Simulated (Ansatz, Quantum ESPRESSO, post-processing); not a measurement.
# Mg(0001), 4 layers, one monolayer of Zn on top sites: vacuum level and surface dipole, part 2 of 2

How much energy does it take to lift an electron out of Mg(0001), 4 layers, one monolayer of Zn on top sites, and how far do the settings matter?

Quantum ESPRESSO 7.5; plane-wave DFT, PBE, GBRV ultrasoft pseudopotentials; geometry and cross-check by Ansatz 0.2.0 with PAW datasets.

So far. Step 10 (Self-consistent run: PBEsol, GBRV ultrasoft): The upper face goes from 4.052 eV (PBE, GBRV) to 4.129 eV, a change of +0.077 eV. Step 11 (Self-consistent run: PBEsol, PseudoDojo norm-conserving): The upper face goes from 4.052 eV (PBE, GBRV) to 4.140 eV, a change of +0.088 eV.

**12. SCF with pw.x: no dipole correction**

What happens without any correction? The same slab is run as a plain periodic cell.

Level of this step: plane-wave DFT, PBE, GBRV ultrasoft pseudopotentials (Quantum ESPRESSO 7.5).

The input, nodip.in:

```
&control
  prefix = 'nodip'
  outdir = './out'
  pseudo_dir = './pseudo'
  calculation = 'scf'
  tprnfor = .true.
/
&system
  ibrav = 0
  nat = 5
  ntyp = 2
  ecutwfc = 40
  ecutrho = 200
  occupations = 'smearing'
  smearing = 'mv'
  degauss = 0.02
/
&electrons
  conv_thr = 1e-07
  mixing_beta = 0.4
  electron_maxstep = 120
  mixing_mode = 'local-TF'
/
ATOMIC_SPECIES
  Mg  24.3050  mg_pbe_v1.4.uspp.F.UPF
  Zn  65.3800  zn_pbe_v1.uspp.F.UPF
CELL_PARAMETERS angstrom
  3.20999999997226 0.00000000000000 0.00000000000000
  1.60499999998613 2.77994154612402 0.00000000000000
  0.00000000000000 0.00000000000000 26.81956000000000
ATOMIC_POSITIONS crystal
  Mg  0.666666666667 0.666666666667 0.309475621500
  Mg  0.000000000000 0.000000000000 0.406662898300
  Mg  0.666666666667 0.666666666667 0.503122285299
  Mg  -0.000000000000 0.000000000000 0.599817211417
  Zn  0.000000000000 0.000000000000 0.705298118151
K_POINTS automatic
  12 12 1 0 0 0
```

Run with:

```sh
OMP_NUM_THREADS=1 mpirun -n 4 pw.x -nk 4 -in nodip.in > nodip.out
```

It took 91 s on 4 MPI ranks of Arm Neoverse V1, shared host; peak memory 0.67 GiB.

**13. Electrostatic potential**

The input, nodip.pot.in:

```
&inputpp
  prefix = 'nodip'
  outdir = './out'
  filplot = 'nodip.pot.dat'
  plot_num = 11
/
```

Run with:

```sh
OMP_NUM_THREADS=1 mpirun -n 4 pp.x -in nodip.pot.in > nodip.pot.out
```

The job ended after 1 s (4 MPI ranks; peak memory 0.11 GiB; 3.9 s of CPU time).

Electrostatic potential energy of an electron; zero at the Fermi level. The potential energy, planar mean by z:

```tsv
z (Å)	potential energy, planar mean (eV)
0.0	3.89
0.5	3.88
1.0	3.86
1.5	3.85
2.0	3.84
2.5	3.83
3.0	3.82
3.5	3.80
4.0	3.79
4.5	3.77
5.0	3.74
5.5	3.68
6.0	3.52
6.5	3.06
7.0	1.81
7.5	-1.23
8.0	-8.19
8.5	-9.57
9.0	-2.07
9.5	0.877
10.0	-0.314
10.5	-6.26
11.0	-10.5
11.5	-3.28
12.0	0.605
12.5	0.221
13.0	-4.78
13.5	-10.8
14.0	-4.60
14.5	0.265
15.0	0.601
15.5	-3.42
16.0	-10.7
16.5	-6.30
17.0	-0.0549
17.5	2.16
18.0	0.934
18.5	-5.90
19.0	-9.20
19.5	-3.35
20.0	1.93
20.5	3.40
21.0	3.84
21.5	3.96
22.0	3.99
22.5	3.99
23.0	3.98
23.5	3.97
24.0	3.96
24.5	3.95
25.0	3.93
25.5	3.92
26.0	3.91
26.5	3.90
```

The vacuum now slopes by 24 meV/Å: the images' field stands in it, and it also polarises the slab.

**14. All levels side by side**

All levels:

```tsv
level	upper face (eV)	lower face (eV)	dipole (e Å)	CPU time (s)
QE PBE GBRV, sawtooth	4.041	3.737	-0.01499	1285
QE PBE GBRV, ESM bc1	4.052	3.727	-	1014
QE LDA GBRV ultrasoft, ESM bc1	4.336	3.86	-	1178
QE PBEsol GBRV ultrasoft, ESM bc1	4.129	3.782	-	691.8
QE PBEsol PseudoDojo norm-conserving, ESM bc1	4.14	3.776	-	1135
QE PBE GBRV, periodic uncorrected (sloping vacuum, so no single level)	3.953	3.827	-	363.2
Ansatz PBE PAW, sawtooth (time of the whole relaxation)	4.061	3.753	-0.01521	47.16
```

The times are CPU seconds on a shared host; the codes use unlike cutoffs, datasets and smearings, so their times compare unlike work.

**15. Ground state, with ecutwfc = 32, ecutrho = 160 and diagonalization = cg**

How much does a setting matter? One run is repeated with a change.

The input, esm.w0.in:

```
&control
  prefix = 'esm.w0'
  outdir = './out'
  pseudo_dir = './pseudo'
  calculation = 'scf'
  tprnfor = .true.
/
&system
  ibrav = 0
  nat = 5
  ntyp = 2
  ecutwfc = 32
  ecutrho = 160
  occupations = 'smearing'
  smearing = 'mv'
  degauss = 0.02
  assume_isolated = 'esm'
  esm_bc = 'bc1'
/
&electrons
  conv_thr = 1e-07
  mixing_beta = 0.4
  electron_maxstep = 120
  mixing_mode = 'local-TF'
  diagonalization = 'cg'
/
ATOMIC_SPECIES
  Mg  24.3050  mg_pbe_v1.4.uspp.F.UPF
  Zn  65.3800  zn_pbe_v1.uspp.F.UPF
CELL_PARAMETERS angstrom
  3.20999999997226 0.00000000000000 0.00000000000000
  1.60499999998613 2.77994154612402 0.00000000000000
  0.00000000000000 0.00000000000000 26.81956000000000
ATOMIC_POSITIONS crystal
  Mg  0.666666666667 0.666666666667 -0.197911248325
  Mg  0.000000000000 0.000000000000 -0.100723971525
  Mg  0.666666666667 0.666666666667 -0.004264584527
  Mg  -0.000000000000 0.000000000000 0.092430341592
  Zn  0.000000000000 0.000000000000 0.197911248325
K_POINTS automatic
  12 12 1 0 0 0
```

Run with:

```sh
OMP_NUM_THREADS=1 mpirun -n 4 pw.x -nk 4 -in esm.w0.in > esm.w0.out
```

Elapsed: 4.4 min, on 4 MPI ranks; peak memory 0.54 GiB; 18 min of CPU time.

The changed values were drawn from a wide range, not chosen for quality; the comparison shows what they did here together.

Beside the run it was changed from:

```tsv
quantity	this run	unchanged run	difference
vacuum line at the upper end of the cell, over the Fermi level (eV)	4.044	4.052	-0.0083
vacuum line at the lower end of the cell, over the Fermi level (eV)	3.743	3.727	0.016
free energy (eV)	-13098.69	-13099.16	0.47
wall time (s)	264	254	
SCF iterations	73	77
```

The free energy moves by +95 meV an atom.

Levels move by up to 16 meV, which is small.

**16. By hand**

In the first self-consistent run, on its own zero, the Fermi level is 0.839 eV and the upper vacuum level 4.880 eV: φ = 4.880 − (0.839) = 4.041 eV.

The dipole of -0.0720 D is -0.0150 e Å (1 D = 0.20819 e Å). A dipole layer steps the potential by e p/(ε₀A), with e/ε₀ = 180.95 V Å: 180.95 × 0.0150 / 8.924 = 0.304 eV, against 0.304 eV between the two work functions.

**17. Summary of results**

```yaml
work_function_of_the_covered_face_pbe_gbrv: 4.04 eV
work_function_of_the_bare_face_pbe_gbrv: 3.74 eV
covered_face_by_esm: 4.05 eV
dipole_along_the_normal: -0.0150 e·Å
covered_face_by_ansatz: 4.06 eV
```

What this shows: At the first level (PBE, GBRV ultrasoft) the work function comes to 4.04 eV on the upper face and 3.74 eV on the lower. The Zn layer ends 2.83 Å above the top metal plane and raises the work function by 0.30 eV against the bare face. This is the step −180.95 p/A = +0.30 eV of the slab's dipole p = -0.01499 e Å, which the dipole correction builds in. The bare face is held at bulk positions, so it is no relaxed clean surface. ESM differs from the periodic treatment by +11 meV on the upper face and -10 meV on the lower. Over the levels tried, the uncorrected run apart, the upper face spans 4.04 eV (QE PBE GBRV, sawtooth) to 4.34 eV (QE LDA GBRV ultrasoft, ESM bc1). Without a correction the vacuum potential slopes by 24 meV/Å, so no single vacuum level can be read. Quantum ESPRESSO and Ansatz give 4.04 and 4.06 eV for the upper face, which agree. Ansatz ran with Fermi-Dirac smearing of 0.1 eV against cold smearing of 0.02 Ry, which alone can move a level by some tens of meV. With 12×12 points and so few layers the values hold to some 0.05 to 0.1 eV. The slab is cut at a tabulated measured bulk lattice constant, given to two decimals. A full 1×1 monolayer may not be the stable structure at this coverage. A file of the PseudoDojo norm-conserving set has a known flaw or wants a higher cutoff, so those values deserve less trust.

[Logs are printed without paths, hosts, clocks, repeated set-up lines and the standing remarks that a program may print on its own settings, such as how far it seeks lower states.]

[Hosts, paths, dates, database ids (printed as entryN), source tags and the programs' standing remarks are cut or masked in the printed files.]

[Maps of the electrostatic potential energy from Ansatz leave out the sawtooth potential of an applied field or a dipole correction, so their vacuum need not be flat; planar profiles and work functions include it.]
